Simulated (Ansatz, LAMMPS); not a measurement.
## Forces and charges in amorphous polyisobutylene (as short chains C22H46) at 580 K (136 atoms)

What does DFT give for amorphous polyisobutylene (as short chains C22H46) at 580 K (136 atoms) as built?

Method: Kohn-Sham DFT, r2SCAN+D3(BJ), PAW (set soft_2), plane waves, in Ansatz 0.2.0.

### Step 1. The structure

The cell holds 136 atoms: 44 C and 92 H. Its edges and angles: a = 11.232 Å, b = 11.232 Å, c = 11.232 Å, α = 90.0°, β = 90.0°, γ = 90.0°. 2 polyisobutylene chains of 5 units with methyl end groups placed at random, at 0.728 g/cm³; overlaps pushed apart, then 20 ps at 800 K with MMFF94 bonds, angles, torsions, charges and radii (Halgren, J. Comput. Chem. 17, 490 (1996)) in harmonic and 12-6 forms. Snapshot after 30 ps at 580 K and fixed volume.

Before any run, some limits are plain. The network of contacts between molecules at the start is that of the classical potential that made the cell, and needn't be the one that DFT or experiment would give. The density was typed from a rule of thumb and may lie off the real one at this temperature. Sampling is at Γ alone, for a cell whose shortest periodic width is 11 Å.

### Step 2. How the cell was made

A classical potential supplies the starting structure, since it reaches far longer times than DFT.

This step: classical MD, MMFF94 bonds, angles, torsions, charges and radii (Halgren, J. Comput. Chem. 17, 490 (1996)) in harmonic and 12-6 forms; charges of ions scaled by 0.8 (LAMMPS 22 Jul 2025 - Update 4).

Input file in.lmp:

```
# amorphous polyisobutylene
units real
atom_style full
boundary p p p
bond_style harmonic
angle_style harmonic
dihedral_style opls
improper_style harmonic
special_bonds lj 0 0 0.5 coul 0 0 0.75
read_data data.lmp
neigh_modify delay 0 every 1 check yes one 4000
comm_modify cutoff 12.0
timestep 0.5
thermo_style custom step time temp pe press density
thermo_modify norm yes
# push overlapping molecules apart
pair_style soft 2.6
pair_coeff * * 0.0
variable a equal ramp(1,60)
fix ad all adapt 1 pair soft a * * v_a
velocity all create 800 501249 mom yes dist gaussian
fix lim all nve/limit 0.03
fix lan all langevin 800 800 50 501250 zero yes
thermo 1000
run 3000 post no
unfix ad
pair_style lj/cut 9.0
pair_modify mix arithmetic tail yes
pair_coeff 1 1 0.0678 3.3680   # C
pair_coeff 2 2 0.0216 2.5400   # H
thermo 100
minimize 1e-5 1e-3 300 3000
reset_timestep 0
velocity all create 800 501251 mom yes dist gaussian
# [... 13 lines left out ...]
compute msd all msd com yes
thermo 7500
fix md all nvt temp 580 580 100
run 30000 post no
print "== T580: mean square displacement over the hold $(c_msd[4]:%.2f) A^2"
unfix md
uncompute msd
write_dump all custom T580.dump id type xs ys zs modify sort id
```

Run with:

```console
lmp -in in.lmp -log none -nocite
```

The log of the run:

```text
LAMMPS (22 Jul 2025 - Update 4)
Reading data file ...
  orthogonal box = (0 0 0) to (11.23193 11.23193 11.23193)
  136 atoms
  orthogonal box = (0 0 0) to (11.23193 11.23193 11.23193)
  134 bonds
  264 angles
  378 dihedrals
   Step          Time           Temp          PotEng         Press         Density
         0   0              800            1.1800454     -18716.113      0.72799991
      1000   500            574.11192      3.4923725      5026.8076      0.72799991
      2000   1000           618.99145      3.6870418      20316.104      0.72799991
      3000   1500           606.45265      3.9742398      29294.811      0.72799991
Loop time of 0.357223 s on 1 MPI rank(s) for 3000 steps with 136 atoms
   Step          Time           Temp          PotEng         Press         Density
      3000   1500           606.45265      2.8117407     -20816.593      0.72799991
      3100   1550           606.45265      0.73338841     6819.1803      0.72799991
      3200   1600           606.45265      0.7230716      6206.7925      0.72799991
      3300   1650           606.45265      0.71558488     6532.6857      0.72799991
Loop time of 0.268101 s on 1 MPI rank(s) for 300 steps with 136 atoms
Minimization stats:
  Stopping criterion = max iterations
  Energy initial, next-to-last, final =
      2.81174074271743  0.715608270763857  0.715584875825474
  Force two-norm initial, final = 551.13329 2.3058239
  Iterations, force evaluations = 300 600
   Step          Time           Temp          PotEng         Press         Density
         0   0              800            0.71558488     9045.2952      0.72799991
      1000   500            618.73473      2.5531072      2307.321       0.72799991
      2000   1000           570.0843       2.1794112     -999.91989      0.72799991
Loop time of 0.664667 s on 1 MPI rank(s) for 2000 steps with 136 atoms
   Step          Time           Temp          PotEng         Press         Density
      2000   1000           570.0843       2.1794112     -999.91989      0.72799991
[... 5 lines left out ...]
Loop time of 7.2776 s on 1 MPI rank(s) for 20000 steps with 136 atoms
   Step          Time           Temp          PotEng         Press         Density
[... 4 lines left out ...]
Loop time of 7.12866 s on 1 MPI rank(s) for 20000 steps with 136 atoms
   Step          Time           Temp          PotEng         Press         Density
[... 2 lines left out ...]
     52500   51500          599.76172      2.2390522     -4867.703       0.72799991
     60000   59000          536.68622      2.2438915     -3973.8358      0.72799991
     67500   66500          621.37921      2.4039038      1625.2419      0.72799991
     72000   71000          513.50483      2.6637716      3197.2483      0.72799991
Loop time of 10.678 s on 1 MPI rank(s) for 30000 steps with 136 atoms
== T580: mean square displacement over the hold 13.88 A^2
```

It took 26 s on 1 thread of Arm Neoverse V2, shared host; peak memory 0.13 GiB.

The input also reads data.lmp (atoms, bonds and types; not printed here).

### Step 3. Plane-wave single point

The electrons are solved once, with the atoms held.

Input file input.yaml:

```yaml
crystal:
  lattice:
    - [11.23193, 0.0, 0.0]
    - [0.0, 11.23193, 0.0]
    - [0.0, 0.0, 11.23193]
  atoms:
    - { symbol: C, position: [0.34554, 0.29475, 0.06324] }
    - { symbol: C, position: [0.22536, 0.25415, 0.06349] }
    - { symbol: C, position: [0.15749, 0.21845, 0.17154] }
    - { symbol: C, position: [0.11714, 0.33394, 0.23344] }
    - { symbol: C, position: [0.24556, 0.15887, 0.26754] }
    - { symbol: C, position: [0.07145, 0.11625, 0.16769] }
    - { symbol: C, position: [0.96122, 0.11494, 0.08388] }
    - { symbol: C, position: [0.91095, 0.24449, 0.06468] }
    - { symbol: C, position: [0.99078, 0.06767, 0.95778] }
    - { symbol: C, position: [0.8522, 0.0466, 0.13468] }
    - { symbol: C, position: [0.85376, 0.91198, 0.18455] }
    - { symbol: C, position: [0.90078, 0.90529, 0.3133] }
    - { symbol: C, position: [0.71301, 0.89048, 0.18984] }
    - { symbol: C, position: [0.93408, 0.84426, 0.10192] }
    - { symbol: C, position: [0.9471, 0.70765, 0.09824] }
    - { symbol: C, position: [0.95242, 0.65597, 0.2249] }
    - { symbol: C, position: [0.8384, 0.64302, 0.03474] }
    - { symbol: C, position: [0.05294, 0.66697, 0.0204] }
    - { symbol: C, position: [0.18792, 0.71211, 0.04842] }
    - { symbol: C, position: [0.22534, 0.6659, 0.17276] }
    - { symbol: C, position: [0.21307, 0.84367, 0.05972] }
    - { symbol: C, position: [0.27034, 0.63945, 0.97034] }
    - { symbol: H, position: [0.41601, 0.2289, 0.0896] }
    - { symbol: H, position: [0.34788, 0.3708, 0.1245] }
    - { symbol: H, position: [0.37921, 0.33564, 0.98508] }
    - { symbol: H, position: [0.22459, 0.1901, 0.00529] }
    - { symbol: H, position: [0.16392, 0.32306, 0.02474] }
    - { symbol: H, position: [0.0467, 0.31869, 0.29439] }
    - { symbol: H, position: [0.08874, 0.40131, 0.17495] }
    - { symbol: H, position: [0.20141, 0.36396, 0.27453] }
    - { symbol: H, position: [0.20412, 0.11263, 0.34492] }
    - { symbol: H, position: [0.3038, 0.09011, 0.2277] }
    [... 98 atom lines left out ...]
    - { symbol: H, position: [0.2285, 0.80837, 0.4964] }
    - { symbol: H, position: [0.19607, 0.88223, 0.6274] }
    - { symbol: H, position: [0.27071, 0.95841, 0.5101] }
    - { symbol: H, position: [0.25139, 0.70469, 0.66642] }
    - { symbol: H, position: [0.32026, 0.77963, 0.76274] }
    - { symbol: H, position: [0.39723, 0.65126, 0.69359] }
kpoints:
  mp_grid: { grid: [1, 1, 1] }
hamiltonian:
  xc: r2scan
  dispersion: d3bj
scf:
  occupations: { method: fixed }
output:
  forces: true
  stress: true
  populations: true
  dos:
    method: { smearing: { sigma: 0.08 } }
    de: 0.1
    projected: { site_lists: { C: [C], H: [H] } }
  eigenvalues: true
  write_density: true
  write_potential: true
  volumetric_format: npy
```

Run with:

```console
ansatz run input.yaml --threads 8 --pin off --max-ram 15872MiB --backend cpu --events-out ev --progress --plain --runs-dir out
```

The log of the run:

```text
Warning: the engine holds no damping parameters fitted to this dispersion correction and functional, so the run takes those fitted to r2scan beside the three-body term, which d3bj leaves out (hamiltonian.dispersion, under Limitations)
Engine: ansatz 0.2.0, aarch64-unknown-linux-gnu
Pseudopotentials: kind: paw
Pseudopotential: C, paw, valence charge 4, recommended cutoff 500 eV (meta_gga), C.paw.azcp
Pseudopotential: H, paw, valence charge 1, recommended cutoff 500 eV (meta_gga), H.paw.azcp
[... 6 lines on functional and potentials left out ...]
Crystal: 136 atoms, lattice volume = 1416.978 Å³
Basis set: ecut = 500 eV, 36041 PW (Γ), exchange–correlation on 360×360×360 points (64 copies of the dense FFT grid, shifted against one another)
Bands: 270, of which v1, the nominal top of the filled ones, is band 134 counted from 1 (133 counted from 0)
Symmetry: 1 space group operations
Space group: P1 (ITA 1), of the structure as read, at distance tolerance 1.1e-4 Å
k-points: 1
[... 6 lines on functional and potentials left out ...]
Initial density: superposition of atomic densities (neutral atoms: chi_scale 0, normalization atom), corrected by the library's trained network
Initial wavefunctions: pseudopotential atomic-orbital guess
Functional: x = r2scan, c = r2scan; τ floored in thin density (d = 2e-4 eV/Å³)
SCF iter   1: F=—  HF=-12555.941449 eV  |F-HF|=—  |Δ(HF+E_count)|=         —  Δρ=6.11e-3  dr2=4.31e-1  dr2_τ=9.81e0  ethr=1.77e-3  ⟨swp⟩=4.0  Hψ=944  notcnv=0  defer=132
preconditioner: auto → Resta (q_TF=auto, 2.067 Å⁻¹)  ε∞=2.0  [insulator: Δε(μ)=5.233 eV  Ē_g=16.006 eV  n_scr=202 (ndim 8)  ℏωp=16.1 eV  f_vac=0.316  ε∞_Penn≈2.0]
SCF iter   2: F=—  HF=-12553.901336 eV  |F-HF|=—  |Δ(HF+E_count)|=    2.04e0  Δρ=3.18e-3  dr2=1.04e-1  dr2_τ=5.44e-3  ethr=1.61e-4  ⟨swp⟩=3.0  Hψ=452  notcnv=0  defer=134
SCF iter   3: F=—  HF=-12553.933153 eV  |F-HF|=—  |Δ(HF+E_count)|=   3.18e-2  Δρ=7.30e-4  dr2=1.21e-2  dr2_τ=1.32e-3  ethr=3.89e-5  ⟨swp⟩=3.0  Hψ=245  notcnv=0  defer=134
SCF iter   4: F=—  HF=-12553.942355 eV  |F-HF|=—  |Δ(HF+E_count)|=   9.20e-3  Δρ=2.72e-4  dr2=1.69e-3  dr2_τ=2.37e-4  ethr=4.52e-6  ⟨swp⟩=3.0  Hψ=276  notcnv=0  defer=134
SCF iter   5: F=—  HF=-12553.946559 eV  |F-HF|=—  |Δ(HF+E_count)|=   4.20e-3  Δρ=9.97e-5  dr2=2.20e-4  dr2_τ=1.04e-5  ethr=6.32e-7  ⟨swp⟩=3.0  Hψ=248  notcnv=0  defer=134
SCF iter   6: F=—  HF=-12553.947623 eV  |F-HF|=—  |Δ(HF+E_count)|=   1.06e-3  Δρ=2.52e-5  dr2=1.27e-5  dr2_τ=1.29e-6  ethr=8.21e-8  ⟨swp⟩=3.0  Hψ=269  notcnv=0  defer=134
SCF iter   7: F=—  HF=-12553.949219 eV  |F-HF|=—  |Δ(HF+E_count)|=   1.60e-3  Δρ=1.08e-5  dr2=2.09e-6  dr2_τ=2.56e-7  ethr=4.73e-9  ⟨swp⟩=2.0  Hψ=406  notcnv=0  defer=134
SCF iter   8: F=-12553.949223 eV  HF=-12553.949223 eV  |F-HF|=6.02e-7  |Δ(HF+E_count)|=   3.65e-6  Δρ=2.20e-6  dr2=9.81e-8  dr2_τ=7.89e-9  ethr=3.73e-11  ⟨swp⟩=27.0  Hψ=2828  notcnv=0
SCF 1 converged in 8 iterations: F = -12553.949223 eV  dr2 = 9.81e-8
  greatest PAW one-centre occupation: 0.691 electrons in one spin orbital (limit 2), on the C atom at site 1 (counted from 0), in its partial waves of l = 0
WARN: The input density's exchange-correlation potential varies sharply where the density is thin. Do not read a vacuum level from v_tot or v_xc, or from such a field of the output density. On a cell that repeats whose density bears no net charge and no dipole along the vacuum's axis use v_es (v_loc + v_h of the components); [...]
SCF converged after 8 iterations
Free energy (F): -12553.949223 eV
Harris-Foulkes:  -12553.949223 eV  (|F-HF|=6.02e-7)
Internal energy: -12553.949223 eV  (E = F + TS)
E sigma→0 (E₀):  -12553.949223 eV
Fermi energy:    -2.625107 eV
--- Per-component energies (eV) ---
  E_band       = -2185.768524
  E_kinetic    = 5333.310916
  E_local      = -21160.665691  (includes V_loc(G=0)·N_el)
  E_nonlocal   = 1332.084140
  E_hartree    = 8272.703892
  E_xc         = -2939.549799
  E_vxc        = -4098.867217  (∫ρ·V_xc dr)
  E_paw        = -4493.157178  (= ΣΔE_a)
  E_vpaw       = -368.862783  (= ΣTr[D̂ρ^β])
  E_aug_tail   = -0.045672  (compensation charges beyond the density's cutoff)
  E_vtau       = 231.879760  (kinetic-family band-sum trace: ∫τ·v_τ [+ j·A + Jᵃ·Aᵃ] dr)
  E_ewald      = 1105.232456
  E_disp       = -2.772242  (pairwise vdW)
  E_core_change = -1.090044  (= ΣΔE_core)
  E_smearing   = -0.000000  (= −TS)
  E_closure    = -0.000000  (closes the sum)
  Σ components = -12553.949223   (vs F -12553.949223, Δ=0.00e0)
--- Forces (eV/Å), atoms counted from 1 ---
  atom   1  C      3.17579843     1.59968285     2.58626174
  atom   2  C     -3.15098217     2.56209977     0.14454678
  atom   3  C      1.68218093    -0.65318542     3.39168895
  atom   4  C      1.44647195    -0.95839782     0.22155538
  atom   5  C      1.74943090     0.92429108    -0.17952404
  atom   6  C     -1.18659678    -0.33247557    -1.92706347
  atom   7  C     -0.81454053     0.46806773    -0.59735819
  atom   8  C     -0.58255977     1.38197899     1.23994281
  atom   9  C      2.25425449    -0.26906387    -1.91950416
  atom  10  C     -0.57440319     0.08254053     1.38266334
  atom  11  C     -1.49766709     1.48157936     0.85532500
  atom  12  C     -0.48139534    -0.61338143    -0.29829892
  atom  13  C      0.16677592    -0.58632219     3.57992268
  atom  14  C     -2.28829173    -1.08997427    -3.85794345
[...]
atom 135  H      0.72953999     0.30644879     0.93512464
  atom 136  H     -0.76175987     2.10490036    -0.20501587
  max |Σ_I F_I| component: 9.63e-5 eV/Å
--- Stress (GPa, compression-positive) ---
        0.748780       0.720432      -0.142936
        0.720432       0.774404       0.087488
       -0.142936       0.087488       2.284397
  P = ⅓ Tr σ = 1.2692 GPa (12.692 kbar)
--- Band table (eV) ---
  k-point 0: bands = ["-18.4138", "-18.2197", "-18.0322", "-17.9429", [... 254 levels ...], "10.8129", "10.8403", "10.9035", "10.9078", "11.0170", "11.0509", "11.0760", "11.0958", "11.1576", "11.2277", "11.2880", "11.3447"]
--- Löwdin populations: 136 sites ---
  site symbol       q [e]
     0      C      4.4485
     1      C      4.2923
     2      C      3.9029
[...]
135      H      0.8577
  spilling = 0.011669 (of n_electrons = 268.000000)
```

Wall time 20 s (8 threads of Arm Neoverse V2, shared host); peak memory 3.9 GiB; 2.6 min of CPU time.

The column dr2 measures how far the density is from self-consistency, as an energy; F and HF (Harris–Foulkes) agree once it is small.

The program notes that the exchange-correlation potential is rough where the density is thin. Further notices: dispersion damping borrowed.

Read from the output:

| Item | Value |
| --- | --- |
| free energy | -12553.9492 eV |
| free energy per atom | -92.3084 eV/atom |
| SCF cycles | 8 |
| pressure | 1.269 GPa |
| r.m.s. force component | 1.267 eV/Å |
| longest force | 6.425 eV/Å |
| Fermi energy | -2.625 eV |
| gap (highest filled to lowest empty level) | 5.582 eV |
| spilling of the projection | 0.01167 |

Length of the force by element:

```
element  coordination  atoms  mean length of the force (eV/Å)  spread  least  most
      C           all     44                             2.65    1.14  0.835  5.81
      H           all     92                             1.47   0.988  0.235  6.43
```

Löwdin charges by element (they lack the spilled electrons, 0.023 e an atom on average):

```
element  coordination  atoms  mean charge (e)  spread   least   most
      C           all     44           -0.294   0.224  -0.531  0.103
      H           all     92            0.175  0.0195   0.126  0.234
```

Density of states as counts of states in windows of 1 eV (from the Fermi level), total and the larger projections:

```
from (eV)  to (eV)  total   C p   H s   C s
      -14      -13    5.1   1.0   1.0   3.1
      -13      -12    2.6   0.4   0.7   1.4
      -12      -11   22.1   4.3   6.8  10.6
      -11      -10   18.0   3.2   5.5   9.0
      -10       -9    4.0   1.1   1.2   1.6
       -9       -8    3.2   1.5   0.7   1.0
       -8       -7    8.8   4.2   2.1   2.4
       -7       -6    7.9   4.1   2.0   1.7
       -6       -5   21.1  15.0   5.2   0.5
       -5       -4   27.0  18.9   7.2   0.4
       -4       -3   28.1  18.8   8.6   0.5
       -3       -2   39.0  24.9  13.3   0.4
       -2       -1   38.4  25.4  12.4   0.5
       -1        0   22.9  16.7   5.6   0.5
        0        1    3.5   2.7   0.7   0.1
        1        5    0.0   0.0   0.0   0.0
```

The curve was stored every 0.10 eV, coarse against its broadening of 0.08 eV, so these counts are rough.

With fixed occupations the program's Fermi level is the highest filled level; weight inside the gap is the broadening of levels at its edges.

Between -16 and -14 eV lie 16 more states.

The levels nearest the highest filled one (over half full), pooled over k-points and spins:

```
level less the highest filled one (eV)  occupation
                                -0.247           2
                                -0.192           2
                                -0.119           2
                               -0.0698           2
                               -0.0227           2
                                     0           2
                                  5.58           0
                                  6.44           0
                                  6.53           0
                                  6.58           0
                                  6.66           0
                                  6.81           0
```

(Part 1 of 2 ends here.)

[Logs are printed without paths, hosts, clocks, repeated set-up lines and the standing remarks that a program may print on its own settings, such as how far it seeks lower states.]

[Hosts, paths, dates, database ids (printed as entryN), source tags and the programs' standing remarks are cut or masked in the printed files.]

[The MMFF94 radii named for the starting cell were scaled by 0.96; in molecules described by MMFF94, hydrogen bound to N, O or S took a small fixed 12-6 site in their place.]
